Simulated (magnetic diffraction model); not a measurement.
## Solving a magnetic structure from powder neutron data: MgMn2Sn2S6

Space group P1 (no. 1), a = 6.3190 Å, b = 6.9390 Å, c = 7.2610 Å, α = 69.70°, β = 68.35°, γ = 65.58°.

```csv
site,atom,x,y,z
1a,Sn,0.9447,0.4754,0.6628
1a,Sn,0.0683,0.6152,0.0933
1a,Mn,0.4846,0.0423,0.8924
1a,Mn,0.2737,0.9056,0.4554
1a,S,0.0852,0.2676,0.1835
1a,S,0.7240,0.2749,0.8844
1a,S,0.3200,0.2441,0.5602
1a,S,0.7496,0.7124,0.4043
1a,S,0.3497,0.7068,0.1237
1a,S,0.9721,0.7143,0.7890
1a,Mg,0.6463,0.3294,0.2225
```

The compound is invented for this exercise: a known structure type with other elements, its cell scaled to their sizes and not relaxed.

Only Mn is taken to order (form factors of Mn2+); orders and moment sizes are assumed, and not adapted to the symmetry. Radiation: neutrons of λ = 1.8 Å, 3° to 30°; isotropic B of 0.33 Å² (Sn), 0.49 Å² (Mn), 0.56 Å² (S) and 0.58 Å² (Mg). The intensities are simulated: I ∝ L Σ (|F_N|² + |F_M⊥|²) for unpolarised neutrons, with F_M = 2.695 fm/μB × Σ f(s) S exp(2πi Q·r) exp(−B s²) at Q = H ± k (one set where k and −k are equivalent), only the part normal to Q counting and L = 1/(sin²θ cos θ). For collinear order S is the moment m, which repeats by lattice and centring translations R with the sign exp(−2πi k·R). Form factors are spin-only for 3d ions and dipole or tabulated for f ions, scattering lengths are Sears's of 1992, and absorption is left out. A label names one of the reflections at its angle. The strongest nuclear line in the range is 100, and lines under 0.2 are left out.

Above the ordering temperature:

```
2θ (°)     index      I
 15.75   (0 0 1)   10.4
 16.83   (0 1 0)  100.0
 18.67   (1 0 0)   41.2
 19.95   (1 1 1)   34.3
 20.28   (0 1 1)    4.0
 20.67   (1 1 0)    6.0
 21.04   (1 0 1)    2.4
 25.69  (0 1 -1)    3.9
 27.58  (1 0 -1)   16.3
 29.14  (1 -1 0)    4.1
 29.63   (1 1 2)   13.3
```

Below it (cell unchanged):

```csv
2θ (°),I
15.75,87.8
16.83,108.4
18.67,56.8
19.95,36.8
20.28,37.7
20.67,12.5
21.04,29.0
25.69,18.2
27.58,24.1
29.14,5.1
29.63,17.5
```

**Question.** Find the propagation vector, then choose among these models:
A. collinear moments along [110], 3.82 μB on Mn; signs + at (0.4846, 0.0423, 0.8924), − at (0.2737, 0.9056, 0.4554)
B. collinear moments along [111], 3.82 μB on Mn; signs + at (0.4846, 0.0423, 0.8924), + at (0.2737, 0.9056, 0.4554)
C. collinear moments along [111], 3.82 μB on Mn; signs + at (0.4846, 0.0423, 0.8924), − at (0.2737, 0.9056, 0.4554)
D. collinear moments along [110], 3.82 μB on Mn; signs + at (0.4846, 0.0423, 0.8924), + at (0.2737, 0.9056, 0.4554)

No line moves, and magnetic intensity falls on nuclear lines such as the one at 15.75°, so the magnetic cell equals the chemical primitive cell: k = 0.

Magnetic intensity, observed (below minus above) and for each model:

| 2θ (°) | index | observed | A | B | C | D |
| --- | --- | --- | --- | --- | --- | --- |
| 15.75 | (0 0 1) | 77.4 | 77.4 | 2.6 | 63.8 | 3.1 |
| 16.83 | (0 1 0) | 8.4 | 8.4 | 48.5 | 10.2 | 39.9 |
| 18.67 | (1 0 0) | 15.6 | 15.6 | 29.8 | 18.1 | 25.6 |
| 20.28 | (0 1 1) | 33.7 | 33.7 | 1.4 | 24.5 | 1.9 |
| 20.67 | (1 1 0) | 6.5 | 6.5 | 5.4 | 20.0 | 1.7 |
| 21.04 | (1 0 1) | 26.5 | 26.5 | 5.0 | 19.9 | 6.7 |
| 25.69 | (0 1 -1) | 14.3 | 14.3 | 8.7 | 16.5 | 7.5 |
| 29.14 | (1 -1 0) | 1.0 | 1.0 | 17.1 | 1.0 | 17.1 |

Model A matches.

The structure used: k = (0 0 0), collinear moments along [110], 3.82 μB on Mn; signs + at (0.4846, 0.0423, 0.8924), − at (0.2737, 0.9056, 0.4554).

[Logs are printed without paths, hosts, clocks, repeated set-up lines and the standing remarks that a program may print on its own settings, such as how far it seeks lower states.]
